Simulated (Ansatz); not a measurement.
# Decaying states in the gap of BaSO, part 2 of 3

Wanted: the relaxed cell of BaSO, its band edges and its decay constants. It is built by putting S for part of the O in the BaO2 structure of space group I4/mmm, with the volume rescaled by atomic radii. The parent structure comes from the Materials Project.

Ansatz 0.2.0; PBEsol DFT, plane waves, PAW files (the session's first sound run).

So far, gap on the k-mesh (eV): step 3 (band edges) 0.904.

The structure was built from a prototype and need not be the compound's stable phase.

## (4) Complex bands, plane (110), k-mesh 8×8×8

This step: PBEsol DFT, plane waves, PAW files; complex bands by layer matching along the plane's normal (Ansatz 0.2.0).

The same crystal is laid in a cell whose first two vectors span the (110) plane (indices of the standard conventional cell, whose axes can be ordered otherwise than in the bulk input). At fixed energy and wavevector in the plane the solver finds all kz, real and complex. A few wavevectors are listed, (0, 0), (-0.5, -0.5) and (0.5, 0) in units of the plane's reciprocal vectors; the slowest state needn't be among them.

The input, input.yaml:

```yaml
crystal:
  lattice:
    - [4.729710339, 0.0, 0.0]
    - [0.834109528, 4.655579576, 0.0]
    - [1.947800405, -2.327789788, 3.035215267]
  atoms:
    - { symbol: Ba, position: [0.0254372793, 0.0254372793, 0.0] }
    - { symbol: O, position: [0.3722671397, 0.3722671397, 0.0] }
    - { symbol: S, position: [0.602295581, 0.602295581, 0.0] }
kpoints:
  mp_grid: { grid: [8, 8, 8] }
scf:
  occupations: { method: fixed }
hamiltonian:
  xc: pbesol
output:
  eigenvalues: true
  transmission:
    leads: [[0, 0]]
    kpoints: [[0.0, 0.0], [-0.5, -0.5], [0.5, 0.0]]
    e_range: [-1.0, 1.9]
    de: 0.07
```

On the command line:

```console
$ ansatz run input.yaml --threads 2 --pin off --max-ram 4096MiB --backend cpu --events-out ev --progress --plain --runs-dir out
```

Numbers of over 12 decimals in the logs are rounded to 6 here.

Log:

```text
[...]
Crystal: 3 atoms, lattice volume = 66.834 Å³
Basis set: ecut = 420 eV, 1293 PW (Γ)
Bands: 15, of which v1, the nominal top of the filled ones, is band 11 counted from 1 (10 counted from 0)
Symmetry: 8 space group operations
[...]
k-points: 59 of 512 (time reversal used)
[...]
SCF iter   1: F=—  HF=-7310.907718 eV  |F-HF|=—  |Δ(HF+E_count)|=         —  Δρ=8.83e-3  dr2=4.79e-2  ethr=1.77e-3  ⟨swp⟩=4.5  Hψ=4750  notcnv=0  defer=110
[...]
SCF iter   7: F=-7310.897846 eV  HF=-7310.897846 eV  |F-HF|=4.31e-9  |Δ(HF+E_count)|=   1.54e-7  Δρ=2.69e-6  dr2=2.73e-9  ethr=4.55e-10  ⟨swp⟩=5.6  Hψ=4338  notcnv=0
SCF 1 converged in 7 iterations: F = -7310.897846 eV  dr2 = 2.73e-9
[...]
transmission: 4 of 12 steps passed
transmission: 8 of 12 steps passed
transmission: 12 of 12 steps passed
SCF converged after 7 iterations
Free energy (F): -7310.897846 eV
[...]
Internal energy: -7310.897846 eV  (E = F + TS)
E sigma→0 (E₀):  -7310.897846 eV
Fermi energy:    7.784631 eV
[...]
--- Band table (eV; the first three rows and the last of 59) ---
  k-point 0: bands = [... 7 lower, 3.7569, 3.7569, 6.4315, 6.4315, 9.7212, 9.8506, 11.7298, 12.0987]
  k-point 1: bands = [... 7 lower, 3.3809, 3.7420, 6.2479, 6.4822, 10.2903, 10.3042, 12.0489, 12.6237]
  k-point 2: bands = [... 7 lower, 3.0030, 3.7353, 5.8951, 6.9259, 10.6383, 11.6936, 12.2876, 13.0564]
  k-point 58: bands = [... 7 lower, 3.6811, 3.6811, 7.7846, 7.7846, 8.6889, 9.7867, 12.3442, 13.6660]
--- Transmission ---
  basis      : 191 plane waves across, 4 finite elements along
  points     : 3, as listed
  energies   : 42 from -1.000000 to 1.870000 eV about the Fermi level, 0.070000 eV apart; the leads are filled to 0.452125 eV, and channels, transmission and decay are at 0.470000 eV
  crystal 0  : O1Ba1S1, at the sites [0, 0], period 3.0352 Å: whole cells are its period
    offset         : up to 0.0000 Å between an atom of the period and one for which it stands
    channels       : 0.000000e0 a spin
    conductance    : none, the energies end too early or step too widely for 300 K: set another output.transmission.e_range or a lower de, or, where they end at an eighth of basis.ecutwfc, a higher one
    slowest decay  : 0.1763 /Å at (-0.5000, -0.5000)
```

Elapsed: 6.8 s, on 2 threads of AMD EPYC 9R45, shared host; peak memory 0.54 GiB.

This step gave:

* gap on the k-mesh: 0.9043 eV
* level to which the leads are filled: 0.4521 eV from the Fermi level
* decay constant at the filling level, zone centre: 0.2585 Å⁻¹
* decay constant at the filling level, slowest listed point: 0.1763 Å⁻¹

K parallel (0, 0); values up to 1.5 1/Å, a degenerate pair printed once or twice; energies at which all values exceed this have no row. Table of Im kz of the slowest decaying states by energy, zero at the highest filled level on the SCF mesh:

| energy (eV) | decay 1 (Å⁻¹) | decay 2 (Å⁻¹) | decay 3 (Å⁻¹) | decay 4 (Å⁻¹) |
| --- | --- | --- | --- | --- |
| -1.00 | 0.233 | 0.295 | 0.520 | 0.643 |
| -0.86 | 0.246 | 0.331 | 0.511 | 0.646 |
| -0.72 | 0.255 | 0.356 | 0.502 | 0.649 |
| -0.58 | 0.261 | 0.373 | 0.493 | 0.654 |
| -0.44 | 0.264 | 0.384 | 0.485 | 0.659 |
| -0.30 | 0.267 | 0.389 | 0.478 | 0.665 |
| -0.16 | 0.0574 | 0.268 | 0.391 | 0.474 |
| -0.02 | 0.190 | 0.267 | 0.389 | 0.473 |
| 0.12 | 0.245 | 0.266 | 0.384 | 0.476 |
| 0.26 | 0.264 | 0.277 | 0.377 | 0.479 |
| 0.40 | 0.260 | 0.297 | 0.367 | 0.482 |
| 0.61 | 0.254 | 0.316 | 0.350 | 0.486 |
| 0.75 | 0.248 | 0.323 | 0.335 | 0.487 |
| 0.89 | 0.241 | 0.319 | 0.327 | 0.488 |
| 1.03 | 0.233 | 0.300 | 0.328 | 0.488 |
| 1.17 | 0.223 | 0.279 | 0.328 | 0.487 |
| 1.31 | 0.211 | 0.254 | 0.326 | 0.485 |
| 1.45 | 0.197 | 0.226 | 0.322 | 0.482 |
| 1.59 | 0.179 | 0.192 | 0.317 | 0.479 |
| 1.73 | 0.150 | 0.156 | 0.309 | 0.474 |
| 1.87 | 0.0856 | 0.124 | 0.299 | 0.468 |

K parallel (-0.5, -0.5); values up to 1.5 1/Å, a degenerate pair printed once or twice; energies at which all values exceed this have no row. Im kz of the slowest decaying states against energy, zero at the highest filled level on the SCF mesh:

| energy (eV) | decay 1 (Å⁻¹) | decay 2 (Å⁻¹) | decay 3 (Å⁻¹) | decay 4 (Å⁻¹) |
| --- | --- | --- | --- | --- |
| -1.00 | 0.343 | 0.490 | 0.496 | 0.612 |
| -0.79 | 0.349 | 0.497 | 0.542 | 0.991 |
| -0.58 | 0.353 | 0.521 | 0.533 | 0.948 |
| -0.37 | 0.356 | 0.524 | 0.715 | 0.874 |
| -0.16 | 0.357 | 0.431 | 0.515 | 0.936 |
| -0.02 | 0.358 | 0.510 | 0.722 | 1.00 |
| 0.05 | 0.0779 | 0.125 | 0.358 | 0.507 |
| 0.26 | 0.165 | 0.189 | 0.356 | 0.501 |
| 0.40 | 0.184 | 0.194 | 0.355 | 0.497 |
| 0.61 | 0.152 | 0.220 | 0.352 | 0.492 |
| 0.82 | 0.0850 | 0.232 | 0.347 | 0.487 |
| 1.03 | 0.235 | 0.340 | 0.480 | 0.921 |
| 1.24 | 0.229 | 0.332 | 0.473 | 0.937 |
| 1.45 | 0.215 | 0.322 | 0.464 | 0.955 |
| 1.66 | 0.187 | 0.309 | 0.453 | 0.962 |
| 1.87 | 0.129 | 0.292 | 0.441 | 0.939 |

K parallel (-0.5, -0.5). Re kz of states that move upwards against energy, zero at the highest filled level on the SCF mesh:

| energy (eV) | channel 1 (Å⁻¹) | channel 2 (Å⁻¹) |
| --- | --- | --- |
| -1.00 | -0.428 | - |
| -0.93 | -0.408 | - |
| -0.86 | -0.388 | - |
| -0.79 | -0.368 | - |
| -0.72 | -0.348 | - |
| -0.58 | -0.305 | - |
| -0.51 | -0.282 | - |
| -0.44 | -0.259 | - |
| -0.37 | -0.234 | - |
| -0.30 | -0.207 | - |
| -0.23 | -0.179 | - |
| -0.16 | -0.552 | -0.146 |
| -0.09 | -0.253 | -0.108 |
| -0.02 | -0.0929 | -0.0491 |
| 0.12 | - | - |
| 0.19 | - | - |
| 0.26 | - | - |
| 0.33 | - | - |
| 0.40 | - | - |
| 0.47 | - | - |
| 0.54 | - | - |
| 0.61 | - | - |
| 0.68 | - | - |
| 0.75 | - | - |
| 0.89 | - | - |
| 0.96 | 0.0708 | - |
| 1.03 | 0.107 | - |
| 1.10 | 0.135 | - |
| 1.17 | 0.158 | - |
| 1.24 | 0.179 | - |
| 1.31 | 0.199 | - |
| 1.38 | 0.216 | - |
| 1.45 | 0.233 | - |
| 1.59 | 0.264 | - |
| 1.66 | 0.279 | - |
| 1.73 | 0.293 | - |
| 1.80 | 0.306 | - |
| 1.87 | 0.320 | - |

K parallel (0.5, 0); values up to 1.5 1/Å, a degenerate pair printed once or twice; energies at which all values exceed this have no row. Im kz of the slowest decaying states against energy, zero at the highest filled level on the SCF mesh:

| energy (eV) | decay 1 (Å⁻¹) | decay 2 (Å⁻¹) | decay 3 (Å⁻¹) | decay 4 (Å⁻¹) |
| --- | --- | --- | --- | --- |
| -1.00 | 0.410 | 0.855 | 1.13 | - |
| -0.86 | 0.359 | 0.898 | 1.12 | - |
| -0.79 | 0.279 | 0.458 | 0.913 | 1.11 |
| -0.65 | 0.236 | 0.273 | 0.515 | 0.935 |
| -0.51 | 0.280 | 0.302 | 0.538 | 0.951 |
| -0.44 | 0.284 | 0.322 | 0.544 | 0.957 |
| -0.30 | 0.290 | 0.351 | 0.552 | 0.966 |
| -0.23 | 0.292 | 0.362 | 0.555 | 0.970 |
| -0.09 | 0.295 | 0.378 | 0.556 | 0.975 |
| -0.02 | 0.296 | 0.385 | 0.556 | 0.977 |
| 0.05 | 0.297 | 0.390 | 0.556 | 0.978 |
| 0.12 | 0.297 | 0.395 | 0.554 | 0.979 |
| 0.26 | 0.296 | 0.402 | 0.551 | 0.980 |
| 0.40 | 0.294 | 0.407 | 0.546 | 0.978 |
| 0.47 | 0.292 | 0.408 | 0.543 | 0.977 |
| 0.61 | 0.287 | 0.410 | 0.537 | 0.973 |
| 0.75 | 0.281 | 0.409 | 0.529 | 0.966 |
| 0.82 | 0.277 | 0.408 | 0.525 | 0.961 |
| 0.96 | 0.268 | 0.405 | 0.516 | 0.948 |
| 1.10 | 0.256 | 0.399 | 0.507 | 0.933 |
| 1.17 | 0.248 | 0.395 | 0.502 | 0.925 |
| 1.31 | 0.229 | 0.386 | 0.491 | 0.907 |
| 1.38 | 0.217 | 0.380 | 0.485 | 0.898 |
| 1.52 | 0.184 | 0.365 | 0.473 | 0.878 |
| 1.66 | 0.121 | 0.342 | 0.460 | 0.857 |
| 1.73 | 0.0382 | 0.327 | 0.453 | 0.845 |
| 1.87 | 0.275 | 0.439 | 0.821 | 0.936 |

At the listed wavevectors the last open channel is at -0.02 eV and the next at +0.96 eV on the grid. At +0.47 eV, the grid energy nearest the filling level (the middle of the gap on the SCF mesh), the slowest state at the listed wavevectors decays with κ = 0.176 Å⁻¹, its amplitude falling by e over 5.7 Å. Through 1 nm of this crystal that state's transmission falls by exp(−2 × 0.176 Å⁻¹ × 10 Å) = 0.029.

## (5) Decaying states in the gap, plane (001), k-mesh 6×6×6

The same for the (001) plane, at (0, 0) and (0.5, 0), to see how the decay depends on direction.

The input, input.yaml:

```yaml
crystal:
  lattice:
    - [4.292442595, 0.0, 0.0]
    - [0.0, 4.292442595, 0.0]
    - [2.146221298, 2.146221298, 3.627344507]
  atoms:
    - { symbol: Ba, position: [0.9745627207, 0.9745627207, 0.0508745586] }
    - { symbol: O, position: [0.6277328603, 0.6277328603, 0.7445342794] }
    - { symbol: S, position: [0.397704419, 0.397704419, 0.204591162] }
kpoints:
  mp_grid: { grid: [6, 6, 6] }
scf:
  occupations: { method: fixed }
hamiltonian:
  xc: pbesol
output:
  eigenvalues: true
  transmission:
    leads: [[0, 0]]
    kpoints: [[0.0, 0.0], [0.5, 0.0]]
    e_range: [-1.0, 1.9]
    de: 0.07
```

Log:

```text
[...]
Crystal: 3 atoms, lattice volume = 66.834 Å³
Basis set: ecut = 420 eV, 1293 PW (Γ)
Bands: 15, of which v1, the nominal top of the filled ones, is band 11 counted from 1 (10 counted from 0)
Symmetry: 8 space group operations
[...]
k-points: 30 of 216 (time reversal used)
[...]
SCF iter   1: F=—  HF=-7310.907566 eV  |F-HF|=—  |Δ(HF+E_count)|=         —  Δρ=8.81e-3  dr2=4.76e-2  ethr=1.77e-3  ⟨swp⟩=4.4  Hψ=2419  notcnv=0  defer=55
[...]
SCF iter   7: F=-7310.897729 eV  HF=-7310.897729 eV  |F-HF|=4.51e-9  |Δ(HF+E_count)|=   1.51e-7  Δρ=2.73e-6  dr2=2.78e-9  ethr=4.55e-10  ⟨swp⟩=5.5  Hψ=2172  notcnv=0
SCF 1 converged in 7 iterations: F = -7310.897729 eV  dr2 = 2.78e-9
[...]
transmission: 5 of 10 steps passed
transmission: 10 of 10 steps passed
SCF converged after 7 iterations
Free energy (F): -7310.897729 eV
[...]
Internal energy: -7310.897729 eV  (E = F + TS)
E sigma→0 (E₀):  -7310.897729 eV
Fermi energy:    7.784936 eV
[...]
--- Band table (eV; the first three rows and the last of 30) ---
  k-point 0: bands = [... 7 lower, 3.7572, 3.7572, 6.4318, 6.4318, 9.7212, 9.8508, 11.7298, 12.0989]
  k-point 1: bands = [... 7 lower, 3.7067, 3.7067, 6.8139, 6.8139, 9.3890, 9.3901, 11.7237, 11.8618]
  k-point 2: bands = [... 7 lower, 3.6735, 3.6735, 7.4968, 7.4968, 8.8905, 9.1978, 12.1650, 12.4407]
  k-point 29: bands = [... 7 lower, 3.6165, 3.6755, 6.0732, 7.1031, 9.7589, 12.6774, 12.7437, 13.3956]
--- Transmission ---
  basis      : 161 plane waves across, 5 finite elements along
  points     : 2, as listed
[...]
crystal 0  : O1Ba1S1, at the sites [0, 0], period 3.6273 Å: whole cells are its period
[...]
channels       : 0.000000e0 a spin
[...]
slowest decay  : 0.2277 /Å at (0.0000, 0.0000)
```

Wall time 3.8 s (2 threads); peak memory 0.49 GiB; 7.3 s of CPU time.

This step gave:

* free energy: -7310.8977 eV
* gap on the k-mesh: 0.9041 eV
* level to which the leads are filled: 0.4520 eV from the Fermi level
* decay constant at the filling level, zone centre: 0.2276 Å⁻¹
* decay constant at the filling level, slowest listed point: 0.2277 Å⁻¹

K parallel (0, 0); values up to 1.5 1/Å, a degenerate pair printed once or twice; energies at which all values exceed this have no row. The Im kz of the slowest decaying states by energy, zero at the highest filled level on the SCF mesh:

| energy (eV) | decay 1 (Å⁻¹) | decay 2 (Å⁻¹) | decay 3 (Å⁻¹) | decay 4 (Å⁻¹) |
| --- | --- | --- | --- | --- |
| -1.00 | 0.308 | 0.706 | 0.807 | 1.06 |
| -0.86 | 0.304 | 0.698 | 0.779 | 1.04 |
| -0.79 | 0.302 | 0.694 | 0.765 | 1.03 |
| -0.65 | 0.297 | 0.685 | 0.735 | 1.01 |
| -0.51 | 0.292 | 0.674 | 0.704 | 0.993 |
| -0.44 | 0.289 | 0.668 | 0.688 | 0.982 |
| -0.30 | 0.283 | 0.654 | 0.655 | 0.962 |
| -0.23 | 0.279 | 0.636 | 0.648 | 0.951 |
| -0.09 | 0.271 | 0.598 | 0.632 | 0.930 |
| -0.02 | 0.267 | 0.579 | 0.623 | 0.919 |
| 0.05 | 0.121 | 0.262 | 0.558 | 0.613 |
| 0.12 | 0.188 | 0.258 | 0.536 | 0.602 |
| 0.26 | 0.247 | 0.281 | 0.489 | 0.576 |
| 0.40 | 0.235 | 0.365 | 0.435 | 0.537 |
| 0.47 | 0.228 | 0.405 | 0.420 | 0.499 |
| 0.61 | 0.212 | 0.336 | 0.474 | 0.813 |
| 0.75 | 0.194 | 0.245 | 0.486 | 0.788 |
| 0.82 | 0.182 | 0.183 | 0.490 | 0.775 |
| 0.96 | 0.158 | 0.498 | 0.748 | 1.10 |
| 1.10 | 0.123 | 0.505 | 0.720 | 1.08 |
| 1.17 | 0.0999 | 0.507 | 0.706 | 1.07 |
| 1.31 | 0.512 | 0.676 | 1.04 | - |
| 1.38 | 0.513 | 0.660 | 1.03 | - |
| 1.52 | 0.516 | 0.628 | 1.01 | - |
| 1.66 | 0.517 | 0.593 | 0.985 | - |
| 1.73 | 0.518 | 0.574 | 0.972 | - |
| 1.87 | 0.518 | 0.534 | 0.946 | - |

K parallel (0, 0). Table of Re kz of states that move upwards by energy, zero at the highest filled level on the SCF mesh:

| energy (eV) | channel 1 (Å⁻¹) | channel 2 (Å⁻¹) | channel 3 (Å⁻¹) |
| --- | --- | --- | --- |
| -1.00 | 0.276 | 0.276 | - |
| -0.86 | 0.335 | 0.335 | - |
| -0.72 | 0.391 | 0.391 | - |
| -0.58 | 0.447 | 0.447 | - |
| -0.44 | 0.506 | 0.506 | - |
| -0.30 | 0.572 | 0.572 | - |
| -0.16 | 0.652 | 0.652 | - |
| -0.02 | 0.791 | 0.791 | - |
| 0.12 | - | - | - |
| 0.26 | - | - | - |
| 0.40 | - | - | - |
| 0.47 | - | - | - |
| 0.61 | - | - | - |
| 0.75 | - | - | - |
| 0.89 | - | - | - |
| 1.03 | -0.639 | - | - |
| 1.17 | -0.532 | - | - |
| 1.31 | -0.447 | -0.430 | 0.512 |
| 1.45 | -0.371 | -0.348 | 0.594 |
| 1.59 | -0.296 | -0.294 | 0.648 |
| 1.73 | -0.243 | -0.218 | 0.698 |
| 1.87 | -0.186 | -0.118 | 0.754 |

K parallel (0.5, 0); values up to 1.5 1/Å, a degenerate pair printed once or twice; energies at which all values exceed this have no row. Table of Im kz of the slowest decaying states by energy, zero at the highest filled level on the SCF mesh:

| energy (eV) | decay 1 (Å⁻¹) | decay 2 (Å⁻¹) | decay 3 (Å⁻¹) | decay 4 (Å⁻¹) |
| --- | --- | --- | --- | --- |
| -1.00 | 0.215 | 0.231 | 0.305 | 1.40 |
| -0.86 | 0.298 | 1.38 | - | - |
| -0.72 | 0.158 | 0.316 | 1.37 | - |
| -0.58 | 0.272 | 0.328 | 1.35 | - |
| -0.44 | 0.318 | 0.329 | 0.356 | 1.33 |
| -0.30 | 0.308 | 0.367 | 0.377 | 1.32 |
| -0.16 | 0.301 | 0.393 | 0.394 | 1.30 |
| -0.02 | 0.294 | 0.404 | 0.415 | 1.29 |
| 0.12 | 0.287 | 0.414 | 0.431 | 1.27 |
| 0.26 | 0.279 | 0.421 | 0.445 | 1.25 |
| 0.40 | 0.271 | 0.426 | 0.455 | 1.23 |
| 0.61 | 0.257 | 0.432 | 0.467 | 1.21 |
| 0.75 | 0.246 | 0.434 | 0.474 | 1.19 |
| 0.89 | 0.235 | 0.436 | 0.478 | 1.17 |
| 1.03 | 0.222 | 0.436 | 0.482 | 1.15 |
| 1.17 | 0.207 | 0.435 | 0.484 | 1.13 |
| 1.31 | 0.191 | 0.434 | 0.486 | 1.11 |
| 1.45 | 0.171 | 0.431 | 0.486 | 1.09 |
| 1.59 | 0.148 | 0.428 | 0.486 | 1.07 |
| 1.73 | 0.118 | 0.424 | 0.485 | 1.05 |
| 1.87 | 0.0751 | 0.419 | 0.483 | 1.03 |

At the listed wavevectors the last open channel is at -0.02 eV and the next at +0.96 eV on the grid. At +0.47 eV, the grid energy nearest the filling level (the middle of the gap on the SCF mesh), the slowest state at the listed wavevectors decays with κ = 0.228 Å⁻¹, its amplitude falling by e over 4.4 Å; the first such run, plane (110), gave 0.176 Å⁻¹.

## (6) Band edges at another level, cutoff 1142.88 eV

This step: PBEsol DFT, plane waves, norm-conserving files (Ansatz 0.2.0).

The edges again with norm-conserving files, at the same atoms. Against that run the cutoff is 1143 eV against 420.

The input, input.yaml:

```yaml
crystal:
  lattice:
    - [-2.1462212975, 2.1462212975, 3.6273445071]
    - [2.1462212975, -2.1462212975, 3.6273445071]
    - [2.1462212975, 2.1462212975, -3.6273445071]
  atoms:
    - { symbol: Ba, position: [0.0254372793, 0.0254372793, 0.0] }
    - { symbol: O, position: [0.3722671397, 0.3722671397, 0.0] }
    - { symbol: S, position: [0.602295581, 0.602295581, 0.0] }
kpoints:
  mp_grid: { grid: [8, 8, 8] }
  band_path: { path: [VBM, CBM], npoints: 30 }
scf:
  occupations: { method: fixed }
hamiltonian:
  xc: pbesol
  pseudopotentials: { kind: nc }
output:
  eigenvalues: true
```

Log:

```text
[...]
Crystal: 3 atoms, lattice volume = 66.834 Å³
Basis set: ecut = 1142.878222 eV, 5831 PW (Γ)
Bands: 15, of which v1, the nominal top of the filled ones, is band 11 counted from 1 (10 counted from 0)
Symmetry: 8 space group operations
[...]
k-points: 59 of 512 (time reversal used)
[...]
SCF iter   1: F=—  HF=-1515.124354 eV  |F-HF|=—  |Δ(HF+E_count)|=         —  Δρ=9.70e-2  dr2=7.64e0  ethr=3.10e-3  ⟨swp⟩=7.8  Hψ=5806  notcnv=0  defer=114
[...]
SCF iter   9: F=-1513.219176 eV  HF=-1513.219176 eV  |F-HF|=3.34e-9  |Δ(HF+E_count)|=   2.80e-7  Δρ=6.52e-6  dr2=2.72e-8  ethr=4.55e-10  ⟨swp⟩=14.2  Hψ=9111  notcnv=0
SCF 1 converged in 9 iterations: F = -1513.219176 eV  dr2 = 2.72e-8
[...]
SCF converged after 9 iterations
Free energy (F): -1513.219176 eV
[...]
Internal energy: -1513.219176 eV  (E = F + TS)
E sigma→0 (E₀):  -1513.219176 eV
Fermi energy:    7.834634 eV
[...]
--- Band table (eV; the first three rows and the last of 59) ---
  k-point 0: bands = [... 7 lower, 3.8105, 3.8105, 6.4818, 6.4818, 9.7742, 9.8840, 11.7831, 12.1321]
  k-point 1: bands = [... 7 lower, 3.4337, 3.7954, 6.2981, 6.5332, 10.3348, 10.3436, 12.0917, 12.6687]
  k-point 2: bands = [... 7 lower, 3.0544, 3.7885, 5.9451, 6.9770, 10.6659, 11.7472, 12.3334, 13.1035]
  k-point 58: bands = [... 7 lower, 3.7329, 3.7329, 7.8346, 7.8346, 8.7414, 9.8143, 12.3984, 13.7050]
```

Elapsed: 11 s, on 2 threads; peak memory 0.55 GiB; 21 s of CPU time.

This step gave:

| Item | Value |
| --- | --- |
| free energy | -1513.2192 eV |
| Fermi energy | 7.835 eV |
| gap on the k-mesh | 0.9068 eV |
| gap on path | 0.9068 eV, by band count; negative where bands overlap |
| direct gap on path | 0.9068 eV |

Levels at VBM (eV): -5.42, -4.10, -4.10, 0.00, 0.00, 0.91, 1.98, 4.56, 5.87.

The searched edges give 0.907 eV, as on the mesh.

(Continued in part 3 of 3.)

[Logs are printed without paths, hosts, clocks, repeated set-up lines and the standing remarks that a program may print on its own settings, such as how far it seeks lower states.]

[Hosts, paths, dates, database ids (printed as entryN), source tags and the programs' standing remarks are cut or masked in the printed files.]
